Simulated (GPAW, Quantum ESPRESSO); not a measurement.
# N K-edge XANES of Ta2N (P-3m1), part 2 of 5

Do two independent programs agree on the N K edge of Ta2N (P-3m1)? The same cell and functional are run with XSpectra and with GPAW.

Quantum ESPRESSO 7.5 and GPAW 26.7.0; core-hole supercells, plane-wave PAW PBE.

So far. Step 2 (Ground state of the crystal (Quantum ESPRESSO)): The mesh shows no gap, so the system is treated as a metal and the core electron is put at the Fermi level (neutral cell). Step 3 (Spectrum without a core hole, N atom 3 (Quantum …): Main maxima below 24 eV (height): 1.7 eV (1.61), 3.1 eV (1.44), 5.8 eV (1.65), 10.3 eV (1.31), 13.1 eV (1.00) and 15.9 eV (0.70).

## (6) The atom with a core hole (Quantum ESPRESSO)

Level of this step: all-electron atom with a core hole and its PAW potential, PBE, scalar-relativistic (Quantum ESPRESSO).

The final state has one core electron fewer, so a PAW data set is made for an atom with that hole.

N.pbe-n-kjpaw-1sch.ld1.in reads:

```
&input
   title='N', zed=7., rel=1, iswitch=3, dft='PBE',
   config='1s1 2s2 2p4'
/
&inputp
   file_pseudopw='N.pbe-n-kjpaw-1sch.UPF', author='',
   lpaw=.true.,
   pseudotype=3,
   lloc=-1,
   rcloc=1.2,
   which_augfun='PSQ',
   rmatch_augfun_nc=.true.,
   nlcc=.true.,
   new_core_ps=.true.,
   rcore=0.7,
   tm=.true.,
   zval=6,
   lgipaw_reconstruction=.true., use_paw_as_gipaw=.true.
/
4
2S  1  0  2.00  0.00  1.00  1.30  0.0
2S  1  0  0.00  2.00  1.00  1.30  0.0
2P  2  1  4.00  0.00  0.90  1.35  0.0
2P  2  1  0.00  0.05  0.90  1.35  0.0
```

Started as:

```sh
ld1.x < N.pbe-n-kjpaw-1sch.ld1.in > N.pbe-n-kjpaw-1sch.ld1.out
```

What it wrote:

```text
     [... banner and references ...]
PAW data will be used for GIPAW calculation
     --------------------------- All-electron run ----------------------------

     N
     scalar relativistic calculation

     atomic number is  7.00
     dft =PBE   lsd =0 sic =0 latt =0  beta=0.20 tr2=1.0E-14
     Exchange-correlation= PBE
                           (   1   4   3   4   0   0   0)
     mesh =1085 r(mesh) =  99.89202 a.u. xmin = -7.00 dx = 0.01250
     1 Ry =  13.60569312 eV, c = 137.03599908

     n l     nl                  e(Ry)          e(Ha)          e(eV)
     1 0     1S 1( 1.00)       -32.1720       -16.0860      -437.7227
     2 0     2S 1( 2.00)        -1.5515        -0.7757       -21.1088
     2 1     2P 1( 4.00)        -0.7016        -0.3508        -9.5456

     final scf error:  7.7E-16 reached in  22 iterations

     Etot =     -79.267264 Ry,     -39.633632 Ha,   -1078.486073 eV

     Ekin =      78.983621 Ry,      39.491811 Ha,    1074.626915 eV
     Encl =    -192.016326 Ry,     -96.008163 Ha,   -2612.515200 eV
     Eh   =      44.141757 Ry,      22.070878 Ha,     600.579199 eV
     Exc  =     -10.376317 Ry,      -5.188159 Ha,    -141.176986 eV

     normalization and overlap integrals

     s(1S/1S) =  1.000000  <r> =   0.2201  <r2> =    0.0652  r(max) =   0.1447
     s(1S/2S) = -0.000186
     s(2S/2S) =  1.000000  <r> =   1.2157  <r2> =    1.7986  r(max) =   0.9315
     s(2P/2P) =  1.000000  <r> =   1.2537  <r2> =    2.0826  r(max) =   0.8221

     ------------------------ End of All-electron run ------------------------

     --------------------- Generating PAW atomic setup --------------------

      Generating local potential from pseudized AE potential:
      Matching radius rcloc =   1.2000

[...]
(   1   4   3   4   0   0   0)
     mesh =1085 r(mesh) =  99.89202 a.u. xmin = -7.00 dx = 0.01250
     1 Ry =  13.60569312 eV, c = 137.03599908

     n l     nl                  e(Ry)          e(Ha)          e(eV)
[...]
final scf error:  7.7E-16 reached in  22 iterations

     Etot =     -79.267264 Ry,     -39.633632 Ha,   -1078.486073 eV

     Ekin =      78.983621 Ry,      39.491811 Ha,    1074.626915 eV
     Encl =    -192.016326 Ry,     -96.008163 Ha,   -2612.515200 eV
     Eh   =      44.141757 Ry,      22.070878 Ha,     600.579199 eV
     Exc  =     -10.376317 Ry,      -5.188159 Ha,    -141.176986 eV

     normalization and overlap integrals

     s(1S/1S) =  1.000000  <r> =   0.2201  <r2> =    0.0652  r(max) =   0.1447
     s(1S/2S) = -0.000186
     s(2S/2S) =  1.000000  <r> =   1.2157  <r2> =    1.7986  r(max) =   0.9315
     s(2P/2P) =  1.000000  <r> =   1.2537  <r2> =    2.0826  r(max) =   0.8221

     ------------------------ End of All-electron run ------------------------

     ---------------------- Testing the pseudopotential ----------------------

     N
     scalar relativistic calculation

     atomic number is  7.00   valence charge is  6.00
     dft = SLA  PW   PBX  PBC   lsd =0 sic =0 latt =0  beta=0.20 tr2=1.0E-14
     mesh =1085 r(mesh) =  99.89202 xmin = -7.00 dx = 0.01250

     n l     nl             e AE (Ry)        e PS (Ry)    De AE-PS (Ry)
     1 0     2S   1( 2.00)       -1.55147       -1.55148        0.00001
     2 1     2P   1( 4.00)       -0.70159       -0.70160        0.00001

     eps = 4.9E-17  iter =  4

     Etot =     -79.267264 Ry,     -39.633632 Ha,   -1078.486073 eV
     Etotps =   -34.539093 Ry,     -17.269546 Ha,    -469.928300 eV

     Ekin =      31.645173 Ry,      15.822587 Ha,     430.554515 eV
     Encl =     -82.680333 Ry,     -41.340167 Ha,   -1124.923239 eV
     Ehrt =      26.872380 Ry,      13.436190 Ha,     365.617354 eV
     Ecxc =     -10.376313 Ry,      -5.188156 Ha,    -141.176929 eV
     (Ecc =      -0.159581 Ry,      -0.079791 Ha,      -2.171215 eV)

     ---------------------- End of pseudopotential test ----------------------
```

The job ended after 0.62 s (1 MPI rank of Arm Neoverse V1, shared host; peak memory 0.16 GiB).

Removing the core electron and adding it to the valence shell costs the free atom 403.3 eV.

## (7) Supercell with XCH, N atom 3 (Quantum ESPRESSO)

The holes are 5.8 Å apart. The excited electron is kept in the cell, where it fills the lowest empty states and screens the hole.

scf.in reads:

```
&control
   calculation='scf', prefix='x', pseudo_dir='../pp', outdir='tmp', tprnfor=.true.
/
&system
   ibrav=0, nat=12, ntyp=3, nbnd=78
   ecutwfc=46, ecutrho=360
   occupations='smearing', smearing='mv', degauss=0.015
/
&electrons
   conv_thr=1.2e-07, electron_maxstep=120
   mixing_beta=0.5
/
ATOMIC_SPECIES
Ta 1.0 Ta.pbe-spn-kjpaw.UPF
N0 1.0 N.pbe-n-kjpaw-1sch.UPF
N 1.0 N.pbe-n-kjpaw.UPF
CELL_PARAMETERS angstrom
  -3.11286151 0.00000000 -4.86984100
  3.11286151 0.00000000 -4.86984100
  3.11286151 -5.39163429 0.00000000
ATOMIC_POSITIONS crystal
Ta   0.70597783 0.03931117 0.66666667
Ta   0.70597783 0.03931117 0.16666667
Ta   0.20597783 0.53931117 0.66666667
Ta   0.20597783 0.53931117 0.16666667
Ta   0.29402217 0.96068883 0.83333333
Ta   0.29402217 0.96068883 0.33333333
Ta   0.79402217 0.46068883 0.83333333
Ta   0.79402217 0.46068883 0.33333333
N0   0.00000000 0.00000000 0.00000000
N    0.00000000 0.00000000 0.50000000
N    0.50000000 0.50000000 0.00000000
N    0.50000000 0.50000000 0.50000000
K_POINTS automatic
6 6 6 0 0 0
```

Started as:

```sh
OMP_NUM_THREADS=1 mpirun --oversubscribe --bind-to none -np 4 pw.x -nk 4 -in scf.in > scf.out
```

What it wrote:

```text
     [... banner and references ...]
[banner, memory and clock lines left out]
using ibrav=0 with symmetry is DISCOURAGED, use correct ibrav instead

     G-vector sticks info

     bravais-lattice index     =            0
     lattice parameter (alat)  =      10.9221  a.u.
     unit-cell volume          =    1103.1171 (a.u.)^3
     number of atoms/cell      =           12
     number of atomic types    =            3
     number of electrons       =       125.00
     number of Kohn-Sham states=           78
     kinetic-energy cutoff     =      46.0000  Ry
     charge density cutoff     =     360.0000  Ry
     scf convergence threshold =      1.2E-07
     mixing beta               =       0.5000
     number of iterations used =            8  plain     mixing
     Exchange-correlation= SLA  PW   PBX  PBC
                           (   1   4   3   4   0   0   0)

     celldm(1)=  10.922103  celldm(2)=   0.000000  celldm(3)=   0.000000
     celldm(4)=   0.000000  celldm(5)=   0.000000  celldm(6)=   0.000000

     crystal axes: (cart. coord. in units of alat)
               a(1) = (  -0.538583   0.000000  -0.842573 )
               a(2) = (   0.538583   0.000000  -0.842573 )
               a(3) = (   0.538583  -0.932853   0.000000 )

     reciprocal axes: (cart. coord. in units 2 pi/alat)
               b(1) = ( -0.928363 -0.535990 -0.593421 )
               b(2) = (  0.928363  0.535990 -0.593421 )
               b(3) = (  0.000000 -1.071981 -0.000000 )

     PseudoPot. #1 for Ta:     Pseudo is Projector augmented-wave + core cor, Zval = 13.0

     ../pp/N.pbe-n-kjpaw-1sch.UPF
     Pseudo is Projector augmented-wave + core cor, Zval =  6.0
[...]
Davidson diagonalization with overlap
     ethr =  9.16E-10,  avg # of iterations =  5.6

     End of self-consistent calculation

          k = 0.0000 0.0000-0.0000 (  5819 PWs)   bands (ev):

   -49.1746 -49.1251 -49.1199 -49.1181 -49.0953 -49.0934 -49.0403 -49.0352
   -16.2104 -16.1143 -16.0940 -16.0814 -16.0663 -16.0423 -15.8573 -15.7358
   -15.6352 -15.5335 -15.5291 -15.5139 -15.5126 -15.4638 -15.4586 -15.4355
[...]
17.4054  17.9801  18.6282  18.8806  19.1151  19.3178  19.3180  19.5645
    19.8207  19.8213  20.2674  20.2703  20.5372  20.5643  21.1321  21.2101
    22.6255  22.6590  22.8674  22.9794  23.1679  23.3829

     [... bands of 67 further k-points ...]

     the Fermi energy is    19.6057 ev

!    total energy              =   -5937.44124728 Ry
     total all-electron energy =   -250087.717901 Ry
     estimated scf accuracy    <       0.00000007 Ry
     smearing contrib. (-TS)   =       0.00034579 Ry
     internal energy E=F+TS    =   -5937.44159307 Ry

     The total energy is F=E-TS. E is the sum of the following terms:
     one-electron contribution =     -98.04710169 Ry
     hartree contribution      =     132.94945685 Ry
     xc contribution           =    -350.43525489 Ry
     ewald contribution        =    -875.65246878 Ry
     one-center paw contrib.   =   -4746.25622455 Ry

     convergence has been achieved in  12 iterations

     Forces acting on atoms (cartesian axes, Ry/au):

     atom    1 type  1   force =     0.00000000    0.03823383    0.02193180
     atom    2 type  1   force =     0.03124841   -0.01658946    0.01461249
     atom    3 type  1   force =    -0.00000000    0.00061365   -0.01163370
[...]
atom   11 type  3   force =    -0.00000000    0.00000000    0.00000000
     atom   12 type  3   force =     0.00000000    0.00000000   -0.00000000

     Total force =     0.100089     Total SCF correction =     0.000878

     XML data file, charge density, pseudopotentials, collected wavefunctions
```

Wall time 4.6 min (4 MPI ranks); peak memory 0.35 GiB.

Energy with the hole: -3402616.744 eV, cores included.

(Continued in part 3 of 5.)

[Banner, clock and machine lines of the logs are left out without a mark of their own.]

[Logs are printed without paths, hosts, clocks, repeated set-up lines and the standing remarks that a program may print on its own settings, such as how far it seeks lower states.]

[Hosts, paths, dates, database ids (printed as entryN), source tags and the programs' standing remarks are cut or masked in the printed files.]

[Lists of maxima count a maximum above −3 eV only where it reaches 4 % of the highest in the window and stands out from its surroundings by 2 % of it (1.5 % where it reaches 55 %); shoulders and weaker maxima are passed over, and of the rest the first, up to two pre-edge ones and the few strongest are named.]
